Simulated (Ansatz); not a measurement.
## Relaxing h-BP hexagonal flake, H-capped, Sb on P sites (60 atoms)

How does h-BP hexagonal flake, H-capped, Sb on P sites (60 atoms) relax, and what do bonds, charges and levels look like afterwards?

Calculated with Ansatz 0.2.0; Kohn-Sham DFT, PBE, PAW (set soft_2), plane waves.

## (1) The starting structure

The cell holds 60 atoms: 15 P, 21 B, 6 Sb and 18 H. Its edges and angles: a = 27.436 Å, b = 25.300 Å, c = 10.000 Å, α = 90.0°, β = 90.0°, γ = 90.0°. It derives from BP (h-BP). h-BP (a = 3.21 Å), rectangular cell with x along the armchair direction; hexagon of inner radius 7.5 Å, edges capped with H, 10 Å of vacuum, 6 of 21 P replaced by Sb at random; not relaxed, displaced by a Gaussian of 0.02 Å. Regions: sheet, 42 atoms (15 P, 21 B and 6 Sb); hydrogen, 18 atoms (18 H). Vacuum lies along a, b and c.

Before any run, some limits are plain. No spin–orbit coupling is included, so levels derived from the heavy atoms are approximate.

## (2) Single point at the start

A single point comes first, to see the forces before anything moves.

input.yaml

```yaml
crystal:
  lattice:
    - [27.43635, 0.0, 0.0]
    - [0.0, 25.29951, 0.0]
    - [0.0, 0.0, 10.0]
  atoms:
    - { symbol: P, position: [0.26018, 0.4359, 0.5002] }
    - { symbol: B, position: [0.22412, 0.50008, 0.49982] }
    - { symbol: P, position: [0.25983, 0.56509, 0.5007] }
    - { symbol: B, position: [0.32683, 0.31102, 0.49958] }
    - { symbol: Sb, position: [0.36035, 0.24524, 0.49955], spin: 0.6 }
    - { symbol: B, position: [0.42849, 0.2467, 0.50004] }
    - { symbol: Sb, position: [0.46245, 0.30905, 0.50246] }
    - { symbol: B, position: [0.32748, 0.43438, 0.49891] }
    - { symbol: Sb, position: [0.3608, 0.37454, 0.50203] }
    - { symbol: B, position: [0.42835, 0.3735, 0.5035] }
    - { symbol: P, position: [0.46079, 0.43589, 0.50015] }
    - { symbol: B, position: [0.32726, 0.5638, 0.50071] }
    - { symbol: P, position: [0.36076, 0.50079, 0.50077] }
    - { symbol: B, position: [0.42803, 0.50077, 0.50179] }
    - { symbol: P, position: [0.46239, 0.56242, 0.50018] }
    - { symbol: B, position: [0.32706, 0.68983, 0.50425] }
    - { symbol: P, position: [0.36047, 0.62696, 0.50099] }
    - { symbol: B, position: [0.42902, 0.62509, 0.50284] }
    - { symbol: P, position: [0.46182, 0.69169, 0.49752] }
    - { symbol: P, position: [0.35973, 0.75428, 0.5014] }
    - { symbol: B, position: [0.42768, 0.7542, 0.49879] }
    - { symbol: B, position: [0.52864, 0.30989, 0.49759] }
    - { symbol: P, position: [0.5631, 0.24666, 0.50369] }
    - { symbol: B, position: [0.63172, 0.24569, 0.49968] }
    - { symbol: P, position: [0.66436, 0.30965, 0.50117] }
    - { symbol: B, position: [0.52967, 0.43639, 0.49932] }
    - { symbol: P, position: [0.56247, 0.37271, 0.49971] }
    - { symbol: B, position: [0.63085, 0.37191, 0.49835] }
    - { symbol: P, position: [0.66434, 0.43774, 0.50052] }
    - { symbol: B, position: [0.53138, 0.56344, 0.49765] }
    - { symbol: Sb, position: [0.56282, 0.49958, 0.49973] }
    - { symbol: B, position: [0.63107, 0.50018, 0.50085] }
    - { symbol: P, position: [0.66475, 0.5642, 0.50125] }
    - { symbol: B, position: [0.52884, 0.69102, 0.49971] }
    - { symbol: Sb, position: [0.5635, 0.62888, 0.50079] }
    - { symbol: B, position: [0.63282, 0.62496, 0.49557] }
    - { symbol: P, position: [0.66363, 0.6908, 0.502] }
    - { symbol: Sb, position: [0.56254, 0.75501, 0.50329], spin: 0.6 }
    - { symbol: B, position: [0.63093, 0.75334, 0.49997] }
    - { symbol: B, position: [0.73169, 0.43703, 0.50223] }
    - { symbol: B, position: [0.73238, 0.56309, 0.49835] }
    - { symbol: P, position: [0.76642, 0.49996, 0.50164] }
    - { symbol: H, position: [0.23293, 0.38595, 0.49875] }
    - { symbol: H, position: [0.18197, 0.49979, 0.50026] }
    - { symbol: H, position: [0.23296, 0.6132, 0.50013] }
    - { symbol: H, position: [0.2841, 0.31093, 0.49864] }
    - { symbol: H, position: [0.33398, 0.19641, 0.4984] }
    - { symbol: H, position: [0.45026, 0.2042, 0.50446] }
    - { symbol: H, position: [0.28411, 0.68903, 0.49747] }
    - { symbol: H, position: [0.33448, 0.80108, 0.49617] }
    - { symbol: H, position: [0.45094, 0.79525, 0.49552] }
    - { symbol: H, position: [0.53735, 0.19716, 0.49985] }
    - { symbol: H, position: [0.65464, 0.20509, 0.50018] }
    - { symbol: H, position: [0.7164, 0.30886, 0.50173] }
    - { symbol: H, position: [0.71732, 0.69067, 0.4994] }
    - { symbol: H, position: [0.53803, 0.80356, 0.50208] }
    - { symbol: H, position: [0.65261, 0.79424, 0.50021] }
    - { symbol: H, position: [0.75359, 0.39641, 0.49973] }
    - { symbol: H, position: [0.75296, 0.60486, 0.49804] }
    - { symbol: H, position: [0.81726, 0.50011, 0.50249] }
magnetization:
  spin_polarized: true
kpoints:
  mp_grid: { grid: [1, 1, 1] }
hamiltonian:
  xc: pbe
scf:
  occupations: { method: fermi_dirac, width: 0.05 }
  lower_state_search: "off"
output:
  forces: true
  populations: true
  dos:
    method: { smearing: { sigma: 0.1 } }
    de: 0.1
    projected:
      site_lists:
        B: [B]
        H: [H]
        P: [P]
        Sb: [Sb]
        sheet: [0, 1, 2, 3, 4, 5, 6, 7, 8, 9, 10, 11, 12, 13, 14, 15, 16, 17, 18, 19, 20, 21, 22, 23, 24, 25, 26, 27, 28, 29, 30, 31, 32, 33, 34, 35, 36, 37, 38, 39, 40, 41]
        hydrogen: [42, 43, 44, 45, 46, 47, 48, 49, 50, 51, 52, 53, 54, 55, 56, 57, 58, 59]
  eigenvalues: true
```

Launch:

```console
$ ansatz run input.yaml --threads 4 --pin off --max-ram 8192MiB --backend cpu --events-out ev --progress --plain --runs-dir out
```

Numbers of over 12 decimals in the logs are rounded to 6 here.

Log:

```text
Engine: ansatz 0.2.0, aarch64-unknown-linux-gnu
Pseudopotentials: kind: paw
Pseudopotential: P, paw, valence charge 5, recommended cutoff 420 eV (normal), P.paw.azcp
Pseudopotential: B, paw, valence charge 3, recommended cutoff 420 eV (normal), B.paw.azcp
Pseudopotential: Sb, paw, valence charge 15, recommended cutoff 420 eV (normal), Sb.paw.azcp
Pseudopotential: H, paw, valence charge 1, recommended cutoff 420 eV (normal), H.paw.azcp
[... 5 lines on functional and potentials left out ...]
Crystal: 60 atoms, lattice volume = 6941.262 Å³
Basis set: ecut = 420 eV, 135723 PW (Γ), exchange–correlation on 384×360×144 points (8 copies of the dense FFT grid, shifted against one another)
Bands: 184, of which v1, the nominal top of the filled ones, is band 123 counted from 1 (122 counted from 0)
Symmetry: 1 space group operations
Space group: P1 (ITA 1), of the structure as read, at distance tolerance 1.9e-4 Å
Magnetic group: BNS 1.1 (UNI 1), of the structure as read, at distance tolerance 1.9e-4 Å
k-points: 1
[... 9 lines on functional and potentials left out ...]
Initial density: superposition of atomic densities (neutral atoms: chi_scale 0, normalization atom)
Starting moments: Σ|m| = 1.2 μB on 2 of 60 sites
Initial wavefunctions: pseudopotential atomic-orbital guess
Functional: x = pbe(κ = 0.804, μ = 0.219515), c = pbe(β = 0.066725)
SCF iter   1: F=—  HF=-53807.360595 eV  |F-HF|=—  |Δ(HF+E_count)|=         —  Δρ=1.69e-2 (↑1.69e-2 ↓1.69e-2)  dr2=1.11e2  dr2_m=5.53e-1  M=0.000 μB ∫|m|=0.114 μB  β_m=0.30  ethr=3.10e-3  ⟨swp⟩=7.0  Hψ=1890  notcnv=0  defer=72
preconditioner: auto → Resta (q_TF=auto, 1.564 Å⁻¹)  ε∞=1.3  [insulator: Δε(μ)=1.252 eV  Ē_g=10.345 eV  σ=0.050 eV  W_gap=1.00  n_scr=464 (ndim 8)  ℏωp=5.9 eV  f_vac=0.783  D(μ)=0.00/eV (n_scr^D=0)  ε∞_Penn≈1.3  vacuum switching on, ρ_ref=7.8e-3 e/Å³]
spin=Collinear: Resta preconditioning applied to the charge; magnetization (m = ρ↑ − ρ↓) channel mixes plain (no charge-response kernel on spin).
SCF iter   2: F=—  HF=-53779.165773 eV  |F-HF|=—  |Δ(HF+E_count)|=    2.82e1  Δρ=8.76e-3 (↑8.64e-3 ↓8.76e-3)  dr2=1.96e1  dr2_m=2.75e-1  M=0.000 μB ∫|m|=0.094 μB  β_m=0.30  ethr=3.10e-3  ⟨swp⟩=4.0  Hψ=728  notcnv=0  defer=104
SCF iter   3: F=—  HF=-53773.821047 eV  |F-HF|=—  |Δ(HF+E_count)|=    5.34e0  Δρ=4.66e-3 (↑4.56e-3 ↓4.66e-3)  dr2=4.41e0  dr2_m=1.37e-1  M=0.000 μB ∫|m|=0.073 μB  β_m=0.30  ethr=3.10e-3  ⟨swp⟩=5.0  Hψ=914  notcnv=0  defer=104
SCF iter   4: F=—  HF=-53772.692187 eV  |F-HF|=—  |Δ(HF+E_count)|=    1.13e0  Δρ=2.05e-3 (↑2.02e-3 ↓2.05e-3)  dr2=6.87e-1  dr2_m=6.79e-2  M=0.000 μB ∫|m|=0.056 μB  β_m=0.30  ethr=1.79e-3  ⟨swp⟩=3.0  Hψ=396  notcnv=0  defer=104
SCF iter   5: F=—  HF=-53772.603874 eV  |F-HF|=—  |Δ(HF+E_count)|=   8.83e-2  Δρ=9.88e-4 (↑9.88e-4 ↓9.49e-4)  dr2=9.10e-2  dr2_m=3.38e-2  M=0.000 μB ∫|m|=0.045 μB  β_m=0.30  ethr=2.79e-4  ⟨swp⟩=3.0  Hψ=568  notcnv=0  defer=104
SCF iter   6: F=—  HF=-53772.603867 eV  |F-HF|=—  |Δ(HF+E_count)|=   6.99e-6  Δρ=6.06e-4 (↑6.06e-4 ↓5.94e-4)  dr2=2.05e-2  dr2_m=1.68e-2  M=0.000 μB ∫|m|=0.037 μB  β_m=0.30  ethr=3.70e-5  ⟨swp⟩=3.0  Hψ=496  notcnv=0  defer=104
Mixer restart at iter 6: flushing history
spin-set hold released at iteration 6 (site moments contracting): the magnetisation degrees of freedom join the quasi-Newton model from the next iteration; the mixer history was flushed
SCF iter   7: F=—  HF=-53772.604907 eV  |F-HF|=—  |Δ(HF+E_count)|=   1.04e-3  Δρ=4.22e-4 (↑4.22e-4 ↓4.21e-4)  dr2=8.49e-3  dr2_m=8.36e-3  M=0.000 μB ∫|m|=0.031 μB  β_m=0.56  ethr=8.35e-6  ⟨swp⟩=2.0  Hψ=318  notcnv=0  defer=104
SCF iter   8: F=—  HF=-53772.614377 eV  |F-HF|=—  |Δ(HF+E_count)|=   9.47e-3  Δρ=1.58e-4 (↑1.46e-4 ↓1.58e-4)  dr2=4.08e-2  dr2_m=4.11e-4  M=-0.000 μB ∫|m|=0.016 μB  β_m=0.42  ethr=3.45e-6  ⟨swp⟩=2.0  Hψ=470  notcnv=0  defer=104
SCF iter   9: F=—  HF=-53772.607829 eV  |F-HF|=—  |Δ(HF+E_count)|=   6.55e-3  Δρ=2.47e-5 (↑2.47e-5 ↓2.40e-5)  dr2=1.48e-4  dr2_m=1.21e-5  M=-0.000 μB ∫|m|=0.012 μB  β_m=0.51  ethr=3.45e-6  ⟨swp⟩=3.0  Hψ=422  notcnv=0  defer=104
[...]
SCF iter  14: F=-53772.608359 eV  HF=-53772.608359 eV  |F-HF|=5.73e-8  |Δ(HF+E_count)|=   3.69e-7  Δρ=1.00e-6 (↑9.67e-7 ↓1.00e-6)  dr2=6.91e-8  dr2_m=5.81e-8  M=-0.000 μB ∫|m|=0.002 μB  β_m=0.52  ethr=4.07e-11  ⟨swp⟩=37.0  Hψ=4558  notcnv=0
iter 15 did not close the SCF: its close was put off for a magnetic moment that had not settled (scf_convergence_deferred on its scf_iter line)
SCF iter  15: F=-53772.608359 eV  HF=-53772.608359 eV  |F-HF|=1.57e-8  |Δ(HF+E_count)|=   1.46e-7  Δρ=5.57e-7 (↑5.57e-7 ↓5.26e-7)  dr2=2.47e-8  dr2_m=1.72e-8  M=-0.000 μB ∫|m|=0.001 μB  β_m=0.56  ethr=2.81e-11  ⟨swp⟩=3.0  Hψ=1095  notcnv=0
iter 16 did not close the SCF: its close was put off for a magnetic moment that had not settled (scf_convergence_deferred on its scf_iter line)
SCF iter  16: F=-53772.608359 eV  HF=-53772.608359 eV  |F-HF|=6.69e-9  |Δ(HF+E_count)|=   4.84e-8  Δρ=3.37e-7 (↑3.37e-7 ↓2.98e-7)  dr2=2.13e-8  dr2_m=5.27e-9  M=-0.000 μB ∫|m|=0.001 μB  β_m=0.52  ethr=1.01e-11  ⟨swp⟩=1.5  Hψ=1038  notcnv=0
iter 17 did not close the SCF: its close was put off for a magnetic moment that had not settled (scf_convergence_deferred on its scf_iter line)
SCF iter  17: F=-53772.608359 eV  HF=-53772.608359 eV  |F-HF|=1.30e-9  |Δ(HF+E_count)|=   1.38e-8  Δρ=1.70e-7 (↑1.45e-7 ↓1.70e-7)  dr2=2.12e-9  dr2_m=1.41e-9  M=-0.000 μB ∫|m|=0.000 μB  β_m=0.58  ethr=8.66e-12  ⟨swp⟩=2.0  Hψ=957  notcnv=0
iter 18 did not close the SCF: its close was put off for a magnetic moment that had not settled (scf_convergence_deferred on its scf_iter line)
SCF iter  18: F=-53772.608359 eV  HF=-53772.608359 eV  |F-HF|=3.39e-9  |Δ(HF+E_count)|=   4.97e-9  Δρ=8.73e-8 (↑8.33e-8 ↓8.73e-8)  dr2=4.32e-9  dr2_m=3.46e-10  M=-0.000 μB ∫|m|=0.000 μB  β_m=0.58  ethr=1.00e-12  ⟨swp⟩=1.0  Hψ=984  notcnv=0
SCF iter  19: F=-53772.608359 eV  HF=-53772.608359 eV  |F-HF|=1.02e-10  |Δ(HF+E_count)|=  1.38e-10  Δρ=4.94e-8 (↑4.94e-8 ↓4.34e-8)  dr2=2.76e-10  dr2_m=1.22e-10  M=-0.000 μB ∫|m|=0.000 μB  ethr=1.00e-12  ⟨swp⟩=1.0  Hψ=802  notcnv=0
WARN: the starting moments were not kept: the SCF closed with an absolute magnetisation of 1.0e-4 μB, where they sum to 1.2 μB in size (2 sites). That is at most 0.1 of that sum. Measured as dr2_m measures the in/out step, that magnetisation stands 9.8e-11 eV from none, [...]
SCF 1 converged in 19 iterations: F = -53772.608359 eV  dr2 = 2.76e-10
  greatest PAW one-centre occupation: 0.997 electrons in one spin orbital (limit 2), on the Sb atom at site 8 (counted from 0), in its partial waves of l = 2
SCF converged after 19 iterations
Magnetization: -0.0000 μB (123.0000 up, 123.0000 down)
Absolute magnetization: 0.0001 μB (∫|ρ↑−ρ↓|, with the PAW one-centre terms)
Spin contamination: 0.0000 ħ² per cell (⟨S²⟩ above its minimum at these occupations)
Per-site moments (μB) at R_I (Å): [(4.936466744476658e-7, 0.605707), (-3.5368456570351604e-7, 0.477045), (4.2167488372735065e-7, 0.586997), (-4.055983532422659e-7, 0.483613), (1.056642976032452e-7, 0.590571), [...]
Free energy (F): -53772.608359 eV
Harris-Foulkes:  -53772.608359 eV  (|F-HF|=1.02e-10)
Internal energy: -53772.608359 eV  (E = F + TS)
E sigma→0 (E₀):  -53772.608359 eV
Entropy (-TS):   -0.000001 eV (-0.000 meV/atom)
Fermi energy:    -3.006767 eV
--- Per-component energies (eV) ---
  E_band       = -3663.908519
  E_kinetic    = 3627.985858
  E_local      = -87907.598929  (includes V_loc(G=0)·N_el)
  E_nonlocal   = 3001.443864
  E_hartree    = 41652.585479
  E_xc         = -2593.237768
  E_vxc        = -2499.604863  (∫ρ·V_xc dr)
  E_paw        = -37681.061199  (= ΣΔE_a)
  E_vpaw       = -3191.279594  (= ΣTr[D̂ρ^β])
  E_aug_tail   = -0.023006  (compensation charges beyond the density's cutoff)
  E_ewald      = 26127.297343
  E_smearing   = -0.000001  (= −TS)
  E_closure    = 0.000000  (closes the sum)
  Σ components = -53772.608359   (vs F -53772.608359, Δ=0.00e0)
--- Forces (eV/Å), atoms counted from 1 ---
  atom   1  P     -0.86497117     0.92761112    -0.02873837
  atom   2  B      1.82226835     0.15453830     0.00437103
  atom   3  P     -0.56893800    -1.77882165    -0.00773217
  atom   4  B     -5.60335526    -2.00653673    -0.07291089
  atom   5  Sb    -0.38001659     1.24293739     0.02933276
  atom   6  B      2.25161789    -7.67356171     0.06620399
  atom   7  Sb    -1.69761522     1.17453518     0.22792487
  atom   8  B     -5.95214566    10.54996001    -0.10590169
  atom   9  Sb     1.81486609    -3.74412944     0.20333755
  atom  10  B      3.70304468     4.89684995     0.01492850
  atom  11  P      1.03700869     0.63372561     0.02865808
  atom  12  B     -0.70562346     0.32333237     0.00937668
  atom  13  P     -0.85248043    -0.82690371    -0.01328435
  atom  14  B      0.11641014    -0.73038828    -0.04203650
[...]
atom  59  H      0.09476358    -0.07000457    -0.02832424
  atom  60  H      0.32232502    -0.02702886    -0.01304629
  max |Σ_I F_I| component: 6.00e-6 eV/Å
--- Band table (eV) ---
  k-point 0 ↑: bands = ["-32.5075", "-32.4137", "-32.3627", "-32.3319", [... 168 levels ...], "1.5589", "1.6070", "1.6256", "1.6421", "1.6484", "1.7006", "1.7431", "1.7508", "1.8318", "1.8611", "1.9052", "1.9180"]
  k-point 0 ↓: bands = ["-32.5075", "-32.4137", "-32.3627", "-32.3319", [... 168 levels ...], "1.5589", "1.6070", "1.6256", "1.6421", "1.6484", "1.7006", "1.7431", "1.7508", "1.8318", "1.8611", "1.9052", "1.9180"]
--- Löwdin populations: 60 sites ---
  site symbol       q [e]    m [muB]
     0      P      4.5124     0.0000
     1      B      3.4232    -0.0000
     2      P      4.5237     0.0000
[...]
59      H      0.9436    -0.0000
  spilling = 0.011311 (of n_electrons = 246.000000)
```

It took 2.9 min on 4 threads of Arm Neoverse V2, shared host; peak memory 6.3 GiB; 11 min of CPU time.

The program notes that starting moments were not kept and it cut back its work space to fit the memory limit.

Read from the output:

| Quantity | Value |
| --- | --- |
| free energy | -53772.6084 eV |
| free energy per atom | -896.2101 eV/atom |
| SCF cycles | 19 |
| r.m.s. force component | 2.161 eV/Å |
| longest force | 12.11 eV/Å |
| Fermi energy | -3.007 eV |
| gap (highest filled to lowest empty level) | 1.575 eV |
| spilling of the projection | 0.01131 |

The r.m.s. force component of 2.2 eV/Å sets the starting point.

Length of the force by element:

```tsv
element	coordination	atoms	mean length of the force (eV/Å)	spread	least	most
B	all	21	4.33	3.56	0.401	12.1
H	all	18	1.32	2.21	0.121	8.10
P	all	15	1.35	0.517	0.745	2.61
Sb	all	6	2.02	1.02	1.07	4.17
```

(Part 1 of 3 ends here.)

[Logs are printed without paths, hosts, clocks, repeated set-up lines and the standing remarks that a program may print on its own settings, such as how far it seeks lower states.]

[Hosts, paths, dates, database ids (printed as entryN), source tags and the programs' standing remarks are cut or masked in the printed files.]
